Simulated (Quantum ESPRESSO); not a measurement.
# KF (Carobbiite): a mode Grüneisen parameter, worked out

Wanted: a fit of frequency against volume for KF (Carobbiite), tested on a run that is left out of it.

Main program and level: Quantum ESPRESSO 7.5; DFT PBE, scalar-relativistic, plane waves, PseudoDojo norm-conserving pseudopotentials.

**1. The relaxed structure**

It takes space group Fm-3m (No. 225, cubic). The conventional cell has a = 5.416 Å, b = 5.416 Å, c = 5.416 Å, α = 90.00°, β = 90.00°, γ = 90.00°. Nearest to K lie 6 F at 2.71 Å. F has 6 K at 2.71 Å nearest. Farther neighbours and most contacts between anions are not listed.

Coordinates:

```
CELL_PARAMETERS angstrom
-2.70801 0.00000 2.70801
0.00000 2.70801 2.70801
-2.70801 2.70801 0.00000
ATOMIC_POSITIONS crystal
K 0.00000 0.00000 0.00000
F 0.50000 0.50000 0.50000
```

This is the cell after its relaxation at this level of theory, not the database cell from which that began.

**2. Runs at several volumes**

The relaxed cell is scaled uniformly; in this structure symmetry fixes all atoms, so nothing has to be relaxed anew. Each volume gets a ground state and a response at Γ. The mode followed is the highest one without the macroscopic field, of symmetry T1u; longitudinal polar modes lie higher. Cutoff 92 Ry, k mesh 8×8×8.

From the response at V/V₀ = 0.97:

The program printed:

```text
[banners, grids, parts of the stress and lines that vanish by symmetry left out]
Program PHONON v.7.5
     Reading xml data from directory:

[...]
Exchange-correlation= PBE
                           (   1   4   3   4   0   0   0)
[...]
kinetic-energy cut-off    =      92.0000  Ry
     charge density cut-off    =     368.0000  Ry
     convergence threshold     =      1.0E-18
[...]
Exchange-correlation= PBE
                           (   1   4   3   4   0   0   0)
[...]
q = (   0.0000000   0.0000000   0.0000000 )
     49 Sym.Ops. (with q -> -q+G )
     G cutoff =  478.4054  (  30923 G-vectors)     FFT grid: ( 45, 45, 45)
     number of k points=    29
[...]
Mode symmetry, O_h (m-3m)  point group:
[...]
Dielectric constant
[...]
End of electric fields calculation
          Dielectric constant in cartesian axis
          (       1.974353811       0.000000000       0.000000000 )
          (       0.000000000       1.974353811      -0.000000000 )
          (       0.000000000      -0.000000000       1.974353811 )
          Effective charges (d Force / dE) in cartesian axis without acoustic sum rule applied (asr)
           atom    1  K     Mean Z*:        1.13677
      Ex  (        1.13677        0.00000        0.00000 )
      Ey  (        0.00000        1.13677       -0.00000 )
      Ez  (        0.00000       -0.00000        1.13677 )
           atom    2  F     Mean Z*:       -1.13683
      Ex  (       -1.13683       -0.00000       -0.00000 )
      Ey  (       -0.00000       -1.13683        0.00000 )
      Ez  (       -0.00000        0.00000       -1.13683 )
          Effective charges Sum: Mean:       -0.00007
[...]
Effective charges (d Force / dE) in cartesian axis with asr applied:
           atom    1  K     Mean Z*:        1.13680
[...]
atom    2  F     Mean Z*:       -1.13680
[...]
Representation #   1 modes #   1   2   3
[...]
End of self-consistent calculation
     Convergence has been achieved
     Representation #   2 modes #   4   5   6
[...]
End of self-consistent calculation
     Convergence has been achieved
[...]
Dielectric constant in cartesian axis
          (       1.974353811       0.000000000       0.000000000 )
          (       0.000000000       1.974353811      -0.000000000 )
          (       0.000000000      -0.000000000       1.974353811 )
          Effective charges (d Force / dE) in cartesian axis without acoustic sum rule applied (asr)
           atom    1  K     Mean Z*:        1.13677
      Ex  (        1.13677        0.00000        0.00000 )
      Ey  (        0.00000        1.13677       -0.00000 )
      Ez  (        0.00000       -0.00000        1.13677 )
           atom    2  F     Mean Z*:       -1.13683
      Ex  (       -1.13683       -0.00000       -0.00000 )
      Ey  (       -0.00000       -1.13683        0.00000 )
      Ez  (       -0.00000        0.00000       -1.13683 )
          Effective charges Sum: Mean:       -0.00007
[...]
Effective charges (d Force / dE) in cartesian axis with asr applied:
           atom    1  K     Mean Z*:        1.13680
[...]
atom    2  F     Mean Z*:       -1.13680
[...]
q = (    0.000000000   0.000000000   0.000000000 )
[...]
freq (    1) =       0.033160 [THz] =       1.106108 [cm-1]
     freq (    2) =       0.033160 [THz] =       1.106108 [cm-1]
     freq (    3) =       0.033160 [THz] =       1.106108 [cm-1]
     freq (    4) =       5.351101 [THz] =     178.493505 [cm-1]
     freq (    5) =       5.351101 [THz] =     178.493505 [cm-1]
     freq (    6) =       5.351101 [THz] =     178.493505 [cm-1]
[...]
Mode symmetry, O_h (m-3m)  point group:
     freq (   1-   3) =          1.1  [cm-1]   --> T_1u G_15  G_4- I
     freq (   4-   6) =        178.5  [cm-1]   --> T_1u G_15  G_4- I

   JOB DONE.
```

One volume, V/V₀ = 1, is held back as a test.

| V/V₀ | volume (Å³/atom) | pressure (GPa) | ω (cm⁻¹) |
| --- | --- | --- | --- |
| 0.97 | 19.263 | 0.95 | 178.49 |
| 1 | 19.859 | 0.00 | held back |
| 1.03 | 20.454 | -0.80 | 151.77 |

**3. The fit**

The mode Grüneisen parameter is γ = −d ln ω / d ln V.

| ln(V/V₀) | ln ω |
| --- | --- |
| -0.0305 | 5.1845 |
| 0.0296 | 5.0224 |

A straight line through these points has the slope -2.702, so γ = 2.70; at V/V₀ = 1 it predicts ω = exp(5.1022 + 0.0000) = 164.39 cm⁻¹.

A parabola of pressure against ln V through V/V₀ = 0.97, 1 and 1.03 gives the bulk modulus B = −dP/d ln V = 29.1 GPa at V₀. With ω₀ from the fitted line the pressure coefficient follows as dω/dP = γ ω₀ / B = 2.70 × 164.4 / 29.1 = 15.2 cm⁻¹/GPa.

**4. The run that was held back**

The program printed:

```text
[banners, grids, parts of the stress and lines that vanish by symmetry left out]
[banner, memory and clock lines left out]
Program PHONON v.7.5

[...]
Exchange-correlation= PBE
                           (   1   4   3   4   0   0   0)
[...]
(   8 q-points):
[...]
kinetic-energy cut-off    =      92.0000  Ry
     charge density cut-off    =     368.0000  Ry
     convergence threshold     =      1.0E-18
[...]
Exchange-correlation= PBE
                           (   1   4   3   4   0   0   0)
[...]
q = (   0.0000000   0.0000000   0.0000000 )
     49 Sym.Ops. (with q -> -q+G )
     G cutoff =  488.2192  (  31951 G-vectors)     FFT grid: ( 45, 45, 45)
     number of k points=    29
[...]
Mode symmetry, O_h (m-3m)  point group:
[...]
Dielectric constant
[...]
End of electric fields calculation
          Dielectric constant in cartesian axis
          (       1.954830027       0.000000000      -0.000000000 )
          (       0.000000000       1.954830027       0.000000000 )
          (      -0.000000000      -0.000000000       1.954830027 )
          Effective charges (d Force / dE) in cartesian axis without acoustic sum rule applied (asr)
           atom    1  K     Mean Z*:        1.13352
      Ex  (        1.13352        0.00000       -0.00000 )
      Ey  (        0.00000        1.13352       -0.00000 )
      Ez  (       -0.00000       -0.00000        1.13352 )
           atom    2  F     Mean Z*:       -1.13358
      Ex  (       -1.13358       -0.00000        0.00000 )
      Ey  (       -0.00000       -1.13358       -0.00000 )
[...]
Convergence has been achieved
[...]
Convergence has been achieved
[...]
Convergence has been achieved
[...]
q = (    0.000000000  -0.707106781   0.000000000 )
[...]
freq (    5) =       5.171964 [THz] =     172.518158 [cm-1]
     freq (    6) =       5.778979 [THz] =     192.765993 [cm-1]
[...]
Mode symmetry, D_4h(4/mmm) point group:
     freq (   1-   2) =         91.0  [cm-1]   --> E_u  X_5' M_5'
     freq (   3-   3) =        163.0  [cm-1]   --> A_2u X_4' M_4'
     freq (   4-   5) =        172.5  [cm-1]   --> E_u  X_5' M_5'
     freq (   6-   6) =        192.8  [cm-1]   --> A_2u X_4' M_4'
[...]
Mode symmetry, D_2d (-42m) point group:
[...]
Representation #   1 mode #   1
[...]
Convergence has been achieved
     Representation #   2 mode #   2
[...]
Convergence has been achieved
     Representation #   3 modes #   3   4
[...]
End of self-consistent calculation
     Convergence has been achieved
     Representation #   4 modes #   5   6
[...]
End of self-consistent calculation
     Convergence has been achieved
[...]
q = (   -0.353553391  -0.707106781   0.000000000 )
[...]
freq (    1) =       3.811198 [THz] =     127.127896 [cm-1]
     freq (    2) =       4.058528 [THz] =     135.377925 [cm-1]
     freq (    3) =       4.058528 [THz] =     135.377925 [cm-1]
     freq (    4) =       5.410049 [THz] =     180.459801 [cm-1]
     freq (    5) =       5.422781 [THz] =     180.884501 [cm-1]
     freq (    6) =       5.422781 [THz] =     180.884501 [cm-1]
[...]
Mode symmetry, D_2d (-42m) point group:
     freq (   1-   1) =        127.1  [cm-1]   --> B_2  X_3  W_2
     freq (   2-   3) =        135.4  [cm-1]   --> E    X_5  W_3
     freq (   4-   4) =        180.5  [cm-1]   --> A_1  X_1  W_1
     freq (   5-   6) =        180.9  [cm-1]   --> E    X_5  W_3
```

It gives 164.87 cm⁻¹ against the predicted 164.39 cm⁻¹, a miss of 0.5 cm⁻¹.

**5. Results**

| Quantity | Value |
| --- | --- |
| mode Grüneisen parameter | 2.702 |
| bulk modulus | 29.1 GPa |
| pressure coefficient | 15.2 cm⁻¹/GPa |

**Reading.** The highest optical mode of KF (Carobbiite) without the LO-TO term stiffens by 15.2 cm⁻¹ a GPa near the relaxed volume, with γ = 2.70. The power law meets all 3 runs within 0.30 %; between neighbouring volumes γ runs from 2.61 to 2.80. Such a coefficient turns a measured shift of this mode into a hydrostatic stress; uniaxial or biaxial stress splits the mode and needs deformation potentials. These are harmonic values at zero temperature for the structure held cubic, which a run at Γ can't show to be stable; the bulk modulus rests on three points.

[Host names and launcher messages were left out of these logs when they were recorded.]

[Logs are printed without paths, hosts, clocks, repeated set-up lines and the standing remarks that a program may print on its own settings, such as how far it seeks lower states.]

[Hosts, paths, dates, database ids (printed as entryN), source tags and the programs' standing remarks are cut or masked in the printed files.]
